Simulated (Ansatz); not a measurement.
## The perfect V wire along [100], 13 atoms a period

Aim: is the V wire along [100], 13 atoms a period a metal or a semiconductor?

Main program and level: Ansatz 0.2.0; DFT PBE, plane waves, PAW; relaxation of a wire's period; PAW set soft_1, in the first sound run; inputs show where later runs differ.

## 1. Starting point

The cell holds 13 atoms: 13 V. Cell: a = 12.780 Å, b = 12.780 Å, c = 2.990 Å, α = 90.0°, β = 90.0°, γ = 90.0°. Vacuum lies along a and b. The structure's axis is c.

## 2. Relaxation of atoms and period

Band widths follow the bond lengths, so the wire is relaxed first. The atoms and the third cell vector are free; the box across stays fixed as vacuum. A Fermi-Dirac smearing is set since the result may be a metal. The pressure printed is a third of the stress's trace over the whole box, vacuum included; only the stress along the axis is relaxed.

The input, input.yaml:

```yaml
crystal:
  lattice:
    - [12.78, 0.0, 0.0]
    - [0.0, 12.78, 0.0]
    - [0.0, 0.0, 2.99]
  atoms:
    - { symbol: V, position: [0.266040689, 0.266040689, 0.0] }
    - { symbol: V, position: [0.266040689, 0.5, 0.0] }
    - { symbol: V, position: [0.266040689, 0.733959311, 0.0] }
    - { symbol: V, position: [0.5, 0.266040689, 0.0] }
    - { symbol: V, position: [0.5, 0.5, 0.0] }
    - { symbol: V, position: [0.5, 0.733959311, 0.0] }
    - { symbol: V, position: [0.733959311, 0.266040689, 0.0] }
    - { symbol: V, position: [0.733959311, 0.5, 0.0] }
    - { symbol: V, position: [0.733959311, 0.733959311, 0.0] }
    - { symbol: V, position: [0.383020344, 0.383020344, 0.5] }
    - { symbol: V, position: [0.383020344, 0.616979656, 0.5] }
    - { symbol: V, position: [0.616979656, 0.383020344, 0.5] }
    - { symbol: V, position: [0.616979656, 0.616979656, 0.5] }
kpoints:
  mp_grid: { grid: [1, 1, 27] }
scf:
  occupations: { method: fermi_dirac, width: 0.05 }
hamiltonian:
  xc: pbe
  pseudopotentials: { kind: paw, azcp: { folder: soft_1 } }
relax:
  cell: { fix: [a, b, alpha, beta, gamma] }
  max_steps: 45
  f_tol: 0.03
```

Started as:

```
> ansatz run input.yaml --threads 4 --pin off --max-ram 16384MiB --backend cpu --events-out ev --progress --plain --runs-dir out
```

Numbers of over 12 decimals in the logs are rounded to 6 here.

The program printed:

```text
Engine: ansatz 0.2.0, aarch64-unknown-linux-gnu
Pseudopotentials: kind: paw
Pseudopotential: V, paw, valence charge 13, recommended cutoff 420 eV (normal), soft_1/V.paw.azcp
Functional definition: PBE
  parameter kappa = 0.804
  parameter beta = 0.066725
  exchange = pbe_x(kappa = kappa, mu = beta*pi^2/3)
  correlation = pbe_c(beta = beta)
Crystal: 13 atoms, lattice volume = 488.352 Å³
Basis set: ecut = 420 eV, 9425 PW (Γ), exchange–correlation on 180×180×40 points (8 copies of the dense FFT grid, shifted against one another)
Bands: 102, of which v1, the nominal top of the filled ones, is band 85 counted from 1 (84 counted from 0)
Symmetry: 16 space group operations
Space group: P4/mmm (ITA 123), of the structure as read, at distance tolerance 7.9e-5 Å
k-points: 14 of 27
Non-local potential: V, projectors of the file, l = 0: 3, l = 1: 2, l = 2: 3, l = 3: 1
PAW form: soft (Blöchl's): semilocal exchange-correlation on the pseudo side does not see the compensation charge
PAW one-centre angular grid: V, 590 points (default); XC on 64 Gauss nodes
Initial density: superposition of atomic densities (neutral atoms: chi_scale 0, normalization atom)
Initial wavefunctions: pseudopotential atomic-orbital guess
Functional: x = pbe(κ = 0.804, μ = 0.219515), c = pbe(β = 0.066725)
SCF iter   1: F=—  HF=-37874.443254 eV  |F-HF|=—  |Δ(HF+E_count)|=         —  Δρ=1.53e-1  dr2=6.82e2  ethr=3.10e-3  ⟨swp⟩=9.2  Hψ=6248  notcnv=0
preconditioner: auto → LDOS  [metal: Δε(μ)=0.015 eV  Ē_g=3.317 eV  σ=0.050 eV  W_gap=0.07  n_scr=86 (ndim 8)  ℏωp=13.5 eV  f_vac=0.416  D(μ)=27.74/eV (n_scr^D=274)  β→1.0]
SCF iter   2: F=—  HF=-37888.650467 eV  |F-HF|=—  |Δ(HF+E_count)|=    1.42e1  Δρ=2.48e-1  dr2=1.57e3  ethr=3.10e-3  ⟨swp⟩=12.0  Hψ=11443  notcnv=0  defer=3  recentre
SCF iter   3: F=—  HF=-37847.755294 eV  |F-HF|=—  |Δ(HF+E_count)|=    4.09e1  Δρ=5.95e-2  dr2=1.01e2  ethr=3.10e-3  ⟨swp⟩=11.8  Hψ=9075  notcnv=0  defer=2
SCF iter   4: F=—  HF=-37843.913443 eV  |F-HF|=—  |Δ(HF+E_count)|=    3.84e0  Δρ=1.44e-2  dr2=5.71e0  ethr=3.10e-3  ⟨swp⟩=9.3  Hψ=4499  notcnv=1  defer=4
SCF iter   5: F=—  HF=-37843.803020 eV  |F-HF|=—  |Δ(HF+E_count)|=   1.10e-1  Δρ=1.26e-2  dr2=3.16e0  ethr=3.10e-3  ⟨swp⟩=4.5  Hψ=2470  notcnv=0  defer=2
SCF iter   6: F=—  HF=-37843.767478 eV  |F-HF|=—  |Δ(HF+E_count)|=   3.55e-2  Δρ=6.11e-3  dr2=3.78e-1  ethr=1.87e-3  ⟨swp⟩=2.6  Hψ=1795  notcnv=0
SCF iter   7: F=—  HF=-37843.758428 eV  |F-HF|=—  |Δ(HF+E_count)|=   9.05e-3  Δρ=2.13e-3  dr2=8.48e-2  ethr=2.24e-4  ⟨swp⟩=5.7  Hψ=2447  notcnv=0  defer=2
SCF iter   8: F=—  HF=-37843.756927 eV  |F-HF|=—  |Δ(HF+E_count)|=   1.50e-3  Δρ=1.43e-3  dr2=1.96e-2  ethr=5.02e-5  ⟨swp⟩=2.6  Hψ=2120  notcnv=0  defer=1
SCF iter   9: F=—  HF=-37843.756423 eV  |F-HF|=—  |Δ(HF+E_count)|=   5.04e-4  Δρ=5.17e-4  dr2=4.46e-3  ethr=1.16e-5  ⟨swp⟩=3.6  Hψ=1955  notcnv=0  defer=1
SCF iter  10: F=—  HF=-37843.756512 eV  |F-HF|=—  |Δ(HF+E_count)|=   8.88e-5  Δρ=1.74e-4  dr2=1.81e-4  ethr=2.64e-6  ⟨swp⟩=2.1  Hψ=1659  notcnv=0  defer=1
SCF iter  11: F=—  HF=-37843.756559 eV  |F-HF|=—  |Δ(HF+E_count)|=   4.69e-5  Δρ=1.03e-4  dr2=8.59e-5  ethr=1.07e-7  ⟨swp⟩=3.1  Hψ=2114  notcnv=0  defer=1
SCF iter  12: F=—  HF=-37843.757047 eV  |F-HF|=—  |Δ(HF+E_count)|=   4.88e-4  Δρ=4.55e-5  dr2=1.27e-5  ethr=5.08e-8  ⟨swp⟩=2.1  Hψ=1539  notcnv=0  defer=1
SCF iter  13: F=—  HF=-37843.757053 eV  |F-HF|=—  |Δ(HF+E_count)|=   5.85e-6  Δρ=1.12e-5  dr2=6.72e-7  ethr=7.54e-9  ⟨swp⟩=2.6  Hψ=1952  notcnv=0  defer=1
SCF iter  14: F=—  HF=-37843.757054 eV  |F-HF|=—  |Δ(HF+E_count)|=   1.13e-6  Δρ=5.76e-6  dr2=3.31e-7  ethr=3.98e-10  ⟨swp⟩=3.2  Hψ=2142  notcnv=0
SCF iter  15: F=-37843.757054 eV  HF=-37843.757054 eV  |F-HF|=1.60e-10  |Δ(HF+E_count)|=   1.98e-7  Δρ=2.74e-6  dr2=3.94e-8  ethr=5.92e-11  ⟨swp⟩=4.5  Hψ=5115  notcnv=0
SCF 1 converged in 15 iterations: F = -37843.757054 eV  dr2 = 3.94e-8
  greatest PAW one-centre occupation: 1.000 electrons in one spin orbital (limit 2), on the V atom at site 12 (counted from 0), in its partial waves of l = 0
relax step   1: F+E_penalty+E_count = -37843.75705432 eV  Δ(F+E_penalty+E_count) = +0.000e0 eV  max|allowed force component| = 1.647e0 eV/Å  Δτ_max = 0.0000 Å  P = -6.361 GPa  Ω = 488.352 Å³  fix = [a, b, alpha, beta, gamma]  reactions: a -5.948, b -5.948 GPa  (15 SCF iters, dr2 threshold 1.00e-7 eV, accepted)
Crystal: 13 atoms, lattice volume = 472.326 Å³
Basis set: ecut = 420 eV, 9201 PW (Γ), exchange–correlation on 180×180×40 points (8 copies of the dense FFT grid, shifted against one another)
Initial density: handed on by an earlier stage of this run
Initial wavefunctions: those handed on with the density
SCF iter   1: F=—  HF=-37846.680942 eV  |F-HF|=—  |Δ(HF+E_count)|=         —  Δρ=3.94e-2  dr2=2.23e1  ethr=3.10e-3  ⟨swp⟩=10.6  Hψ=5998  notcnv=0
preconditioner: auto → LDOS  [metal: Δε(μ)=0.019 eV  Ē_g=2.465 eV  σ=0.050 eV  W_gap=0.09  n_scr=86 (ndim 8)  ℏωp=13.8 eV  f_vac=0.473  D(μ)=28.76/eV (n_scr^D=322)  β→1.0]
SCF iter   2: F=—  HF=-37846.531710 eV  |F-HF|=—  |Δ(HF+E_count)|=   1.49e-1  Δρ=3.91e-2  dr2=1.55e1  ethr=3.10e-3  ⟨swp⟩=4.1  Hψ=2517  notcnv=0  defer=2
SCF iter   3: F=—  HF=-37845.710986 eV  |F-HF|=—  |Δ(HF+E_count)|=   8.21e-1  Δρ=4.96e-3  dr2=1.38e-1  ethr=3.10e-3  ⟨swp⟩=2.1  Hψ=2110  notcnv=0  defer=2
SCF iter   4: F=—  HF=-37845.725011 eV  |F-HF|=—  |Δ(HF+E_count)|=   1.40e-2  Δρ=1.90e-3  dr2=1.35e-2  ethr=8.18e-5  ⟨swp⟩=3.4  Hψ=2406  notcnv=0  defer=1
SCF iter   5: F=—  HF=-37845.722589 eV  |F-HF|=—  |Δ(HF+E_count)|=   2.42e-3  Δρ=6.77e-4  dr2=2.92e-3  ethr=7.96e-6  ⟨swp⟩=2.4  Hψ=2618  notcnv=0  defer=1
SCF iter   6: F=—  HF=-37845.723639 eV  |F-HF|=—  |Δ(HF+E_count)|=   1.05e-3  Δρ=2.41e-4  dr2=4.97e-4  ethr=1.73e-6  ⟨swp⟩=2.0  Hψ=1881  notcnv=0  defer=1
SCF iter   7: F=—  HF=-37845.724078 eV  |F-HF|=—  |Δ(HF+E_count)|=   4.39e-4  Δρ=1.26e-4  dr2=1.02e-4  ethr=2.94e-7  ⟨swp⟩=2.0  Hψ=1916  notcnv=0  defer=1
SCF iter   8: F=—  HF=-37845.724093 eV  |F-HF|=—  |Δ(HF+E_count)|=   1.57e-5  Δρ=3.41e-5  dr2=4.69e-6  ethr=6.02e-8  ⟨swp⟩=2.1  Hψ=1924  notcnv=0  defer=1
SCF iter   9: F=—  HF=-37845.724097 eV  |F-HF|=—  |Δ(HF+E_count)|=   3.98e-6  Δρ=1.65e-5  dr2=2.09e-6  ethr=7.69e-10  ⟨swp⟩=5.4  Hψ=4729  notcnv=0
SCF iter  10: F=-37845.724098 eV  HF=-37845.724098 eV  |F-HF|=2.16e-8  |Δ(HF+E_count)|=   4.26e-7  Δρ=6.92e-6  dr2=2.39e-7  ethr=7.69e-10  ⟨swp⟩=4.7  Hψ=4267  notcnv=0
SCF 2 converged in 10 iterations: F = -37845.724098 eV  dr2 = 2.39e-7
[...]
SCF iter   9: F=—  HF=-37846.175182 eV  |F-HF|=—  |Δ(HF+E_count)|=   2.00e-6  Δρ=1.83e-5  dr2=2.81e-6  ethr=7.69e-10  ⟨swp⟩=5.6  Hψ=4860  notcnv=0
SCF iter  10: F=—  HF=-37846.175182 eV  |F-HF|=—  |Δ(HF+E_count)|=   8.93e-7  Δρ=1.46e-5  dr2=1.77e-6  ethr=1.66e-9  ⟨swp⟩=2.2  Hψ=1834  notcnv=0  defer=2
SCF iter  11: F=-37846.175183 eV  HF=-37846.175183 eV  |F-HF|=1.22e-7  |Δ(HF+E_count)|=   1.75e-7  Δρ=4.66e-6  dr2=1.66e-7  ethr=7.69e-10  ⟨swp⟩=4.7  Hψ=3443  notcnv=0
SCF 3 converged in 11 iterations: F = -37846.175183 eV  dr2 = 1.66e-7
relax step   3: F+E_penalty+E_count = -37846.17518252 eV  Δ(F+E_penalty+E_count) = -4.511e-1 eV  max|allowed force component| = 4.707e-1 eV/Å  Δτ_max = 0.1980 Å  P = +0.466 GPa  Ω = 468.343 Å³  energy of the carried Pulay correction = +5.835e-3 eV  fix = [a, b, alpha, beta, gamma]  reactions: a +0.259, b +0.259 GPa  (11 SCF iters, dr2 threshold 1.30e-6 eV, accepted)
[...]
relax step   4: F+E_penalty+E_count = -37846.22602283 eV  Δ(F+E_penalty+E_count) = -5.084e-2 eV  max|allowed force component| = 2.873e-1 eV/Å  Δτ_max = 0.0754 Å  P = +0.425 GPa  Ω = 470.471 Å³  energy of the carried Pulay correction = +5.203e-3 eV  fix = [a, b, alpha, beta, gamma]  reactions: a +0.431, b +0.431 GPa  (9 SCF iters, dr2 threshold 1.30e-6 eV, accepted)
[...]
relax step   5: F+E_penalty+E_count = -37846.24910559 eV  Δ(F+E_penalty+E_count) = -2.308e-2 eV  max|allowed force component| = 3.225e-2 eV/Å  Δτ_max = 0.0240 Å  P = +0.101 GPa  Ω = 470.716 Å³  energy of the carried Pulay correction = +5.131e-3 eV  fix = [a, b, alpha, beta, gamma]  reactions: a +0.052, b +0.052 GPa  (8 SCF iters, dr2 threshold 1.30e-6 eV, accepted)
[...]
relax step   6: F+E_penalty+E_count = -37846.24975119 eV  Δ(F+E_penalty+E_count) = -6.456e-4 eV  max|allowed force component| = 4.692e-3 eV/Å  Δτ_max = 0.0034 Å  P = -0.052 GPa  Ω = 471.468 Å³  energy of the carried Pulay correction = +4.908e-3 eV  fix = [a, b, alpha, beta, gamma]  reactions: a -0.088, b -0.088 GPa  (8 SCF iters, dr2 threshold 1.01e-7 eV, accepted)
Initial wavefunctions: pseudopotential atomic-orbital guess (no wavefunctions were taken with the density)
iter 1 solved again at ethr=4.35e-7 eV; its pass at ethr=3.10e-3 eV (dr2=7.35e-4 eV) is discarded
SCF iter   1: F=—  HF=-37846.243402 eV  |F-HF|=—  |Δ(HF+E_count)|=         —  Δρ=5.86e-5  dr2=2.10e-6  ethr=4.35e-7  ⟨swp⟩=4.9  Hψ=10569  notcnv=0
preconditioner: auto → LDOS  [metal: Δε(μ)=0.011 eV  Ē_g=2.469 eV  σ=0.050 eV  W_gap=0.05  n_scr=86 (ndim 8)  ℏωp=13.8 eV  f_vac=0.489  D(μ)=31.48/eV (n_scr^D=342)  β→1.0]
SCF iter   2: F=—  HF=-37846.243694 eV  |F-HF|=—  |Δ(HF+E_count)|=   2.92e-4  Δρ=5.30e-5  dr2=2.71e-5  ethr=1.24e-9  ⟨swp⟩=3.4  Hψ=3252  notcnv=0
SCF iter   3: F=—  HF=-37846.243692 eV  |F-HF|=—  |Δ(HF+E_count)|=   2.47e-6  Δρ=1.29e-5  dr2=1.38e-6  ethr=1.24e-9  ⟨swp⟩=2.3  Hψ=2700  notcnv=0
SCF iter   4: F=—  HF=-37846.243692 eV  |F-HF|=—  |Δ(HF+E_count)|=   8.42e-8  Δρ=1.41e-5  dr2=1.13e-6  ethr=8.16e-10  ⟨swp⟩=2.0  Hψ=2511  notcnv=0
SCF iter   5: F=—  HF=-37846.243691 eV  |F-HF|=—  |Δ(HF+E_count)|=   1.78e-7  Δρ=2.50e-6  dr2=4.57e-8  ethr=6.68e-10  ⟨swp⟩=2.0  Hψ=1844  notcnv=0
SCF iter   6: F=—  HF=-37846.243691 eV  |F-HF|=—  |Δ(HF+E_count)|=   5.42e-9  Δρ=5.40e-7  dr2=4.33e-9  ethr=2.71e-11  ⟨swp⟩=2.2  Hψ=1941  notcnv=0
SCF iter   7: F=—  HF=-37846.243691 eV  |F-HF|=—  |Δ(HF+E_count)|=  2.33e-10  Δρ=4.43e-7  dr2=1.68e-9  ethr=2.56e-12  ⟨swp⟩=2.1  Hψ=1918  notcnv=0
SCF iter   8: F=—  HF=-37846.243691 eV  |F-HF|=—  |Δ(HF+E_count)|=  9.46e-11  Δρ=1.64e-7  dr2=1.76e-10  ethr=1.00e-12  ⟨swp⟩=2.0  Hψ=1882  notcnv=0
SCF iter   9: F=-37846.243691 eV  HF=-37846.243691 eV  |F-HF|=8.73e-11  |Δ(HF+E_count)|=    0.00e0  Δρ=4.77e-8  dr2=1.21e-11  ethr=1.00e-12  ⟨swp⟩=5.2  Hψ=4612  notcnv=0
SCF 7 converged in 9 iterations: F = -37846.243691 eV  dr2 = 1.21e-11
  greatest PAW one-centre occupation: 1.000 electrons in one spin orbital (limit 2), on the V atom at site 11 (counted from 0), in its partial waves of l = 0
relax step   7: F+E_penalty+E_count = -37846.24369149 eV  Δ(F+E_penalty+E_count) = +6.060e-3 eV  max|allowed force component| = 4.221e-3 eV/Å  Δτ_max = 0.0000 Å  P = -0.041 GPa  Ω = 471.468 Å³  fix = [a, b, alpha, beta, gamma]  reactions: a -0.075, b -0.075 GPa  stress off target by 2.59e-2 GPa on what of the cell is left free  SCF on the basis re-selected at this cell (its energy is not comparable with the rows above)  (9 SCF iters)
basis re-selected at this cell: Δ(F+E_penalty+E_count) = +6.060e-3 eV, ΔP = +0.011 GPa vs the last step (what re-selecting the basis moved, of the pressure what is left beyond the Pulay correction that the steps carried, after the strain that the cell walked since its last selection, with what the two solves' SCF thresholds leave and, on support functions, any second-order correction that the steps lacked; it is no m [...]
SCF converged after 9 iterations
Free energy (F): -37846.243691 eV
Harris-Foulkes:  -37846.243691 eV  (|F-HF|=8.73e-11)
Internal energy: -37845.991268 eV  (E = F + TS)
E sigma→0 (E₀):  -37846.117480 eV
Entropy (-TS):   -0.252423 eV (-19.417 meV/atom)
Fermi energy:    4.265071 eV
--- Per-component energies (eV) ---
  E_band       = -3981.958065
  E_kinetic    = 3840.500771
  E_local      = -76827.186074  (includes V_loc(G=0)·N_el)
  E_nonlocal   = 1089.482397
  E_hartree    = 36283.238375
  E_xc         = -1482.101684
  E_vxc        = -1873.609235  (∫ρ·V_xc dr)
  E_paw        = -14643.060070  (= ΣΔE_a)
  E_vpaw       = -2777.635985  (= ΣTr[D̂ρ^β])
  E_aug_tail   = 0.013156  (compensation charges beyond the density's cutoff)
  E_ewald      = 13893.121861
  E_smearing   = -0.252423  (= −TS)
  E_closure    = -0.000000  (closes the sum)
  Σ components = -37846.243691   (vs F -37846.243691, Δ=0.00e0)
--- Forces (eV/Å), atoms counted from 1 ---
  atom   1  V      0.00422150     0.00422150     0.00000000
  atom   2  V      0.00235837     0.00000000     0.00000000
  atom   3  V      0.00422150    -0.00422150     0.00000000
  atom   4  V      0.00000000     0.00235837     0.00000000
  atom   5  V      0.00000000     0.00000000     0.00000000
  atom   6  V      0.00000000    -0.00235837     0.00000000
  atom   7  V     -0.00422150     0.00422150     0.00000000
  atom   8  V     -0.00235837     0.00000000     0.00000000
  atom   9  V     -0.00422150    -0.00422150     0.00000000
  atom  10  V     -0.00403527    -0.00403527     0.00000000
  atom  11  V     -0.00403527     0.00403527     0.00000000
  atom  12  V      0.00403527    -0.00403527     0.00000000
  atom  13  V      0.00403527     0.00403527     0.00000000
  max |Σ_I F_I| component: 3.47e-18 eV/Å
--- Stress (GPa, compression-positive) ---
       -0.074870       0.000000       0.000000
        0.000000      -0.074870       0.000000
        0.000000       0.000000       0.025939
  P = ⅓ Tr σ = -0.0413 GPa (-0.413 kbar)
--- Relaxed structure (6 steps of the walk, 6 accepted, 1 SCFs on fresh bases) ---
  F+E_penalty+E_count = -37846.24369149 eV   max|allowed force component| = 4.221e-3 eV/Å   (the final SCF, on the basis selected at the relaxed cell)
  cell:  # Å, volume = 471.4684 Å³
    - [12.78, 0.0, 0.0]
    - [0.0, 12.78, 0.0]
    - [0.0, 0.0, 2.886629]
  atoms:
    - { symbol: V, position: [0.289665, 0.289665, 0.0] }
    - { symbol: V, position: [0.262462, 0.5, 0.0] }
    - { symbol: V, position: [0.289665, 0.710335, 0.0] }
    - { symbol: V, position: [0.5, 0.262462, 0.0] }
    - { symbol: V, position: [0.5, 0.5, 0.0] }
    - { symbol: V, position: [0.5, 0.737538, 0.0] }
    - { symbol: V, position: [0.710335, 0.289665, 0.0] }
    - { symbol: V, position: [0.737538, 0.5, 0.0] }
    - { symbol: V, position: [0.710335, 0.710335, 0.0] }
    - { symbol: V, position: [0.387027, 0.387027, 0.5] }
    - { symbol: V, position: [0.387027, 0.612973, 0.5] }
    - { symbol: V, position: [0.612973, 0.387027, 0.5] }
    - { symbol: V, position: [0.612973, 0.612973, 0.5] }
```

It took 1.7 min on 4 threads of Arm Neoverse V2, shared host; peak memory 1.6 GiB; 6.7 min of CPU time.

This run has no spin polarisation, although V can carry a moment.

[end of part 1 of 2]

[Logs are printed without paths, hosts, clocks, repeated set-up lines and the standing remarks that a program may print on its own settings, such as how far it seeks lower states.]

[Hosts, paths, dates, database ids (printed as entryN), source tags and the programs' standing remarks are cut or masked in the printed files.]
